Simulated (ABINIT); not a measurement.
Entries from a set of simulations; values are calculated unless marked as measured.

```json
{"subject": "A GW chain in ABINIT: MgO (Fm-3m)", "lattice_ang": [[-0.0, 2.097, 2.097], [2.097, -0.0, 2.097], [2.097, 2.097, -0.0]], "atoms": [["Mg", 0.0, 0.0, 0.0], ["O", 0.5, 0.5, 0.5]], "method": "RPA screening on LDA, plane waves, norm-conserving pseudopotentials (and 2 further levels or steps)", "program": "ABINIT 10.8.3", "settings": "cutoff 38 Ha, PseudoDojo scalar-relativistic 0.4.1 standard, norm-conserving, potential set dojo-sr-lda-0.4.1-standard, ngkpt (6, 6, 6), nband 476, ecuteps 22 Ha, inclvkb 2, shiftk (0, 0, 0), symchi 1, awtr 1, frequency ppm, 6×6×6 k-mesh", "cost": "5 runs, 30 min in all on 4 MPI ranks of Arm Neoverse V2, shared host", "notes": "The cell and positions are those that the Materials Project relaxed with its own functionals (PBE, PBE+U or r2SCAN), kept fixed.", "results": {"lda_gap": "4.82 eV, direct", "g0w0_gap_on_the_mesh": "7.68 eV", "gw_settings": "6×6×6 mesh, 476 bands, screening to 598.7 eV, Godby-Needs plasmon pole", "known_limits": "short of the basis limit"}}
```

[Long decimals in the printed logs are rounded to 6 places.]

[Logs are printed without paths, hosts, clocks, repeated set-up lines and the standing remarks that a program may print on its own settings, such as how far it seeks lower states.]

[Paths, hosts, dates, memory and timing lines, banners, echoed tables and standing remarks are left out of the program output; an Ansatz launch command may be rebuilt from the run's recorded settings. Measured values are a selection of at most five: reports struck by readers or far from the other reports are left out. None is set beside runs whose start may be inverted or whose files or cutoffs have a known fault.]

[Runs of the session that timed out or met a known fault of the program may be left out.]

[Hosts, paths, dates, database ids (printed as entryN), source tags and the programs' standing remarks are cut or masked in the printed files.]

[G0W0 gaps are taken among the corrected bands and points alone; a level outside them can change the order at an edge.]

[Where Ansatz stands beside ABINIT at settings called matched, ABINIT's density can come from a denser mesh and the files from another edition; pairs whose starting gaps differed by over 0.03 eV were left out, so agreement reads better than it is.]
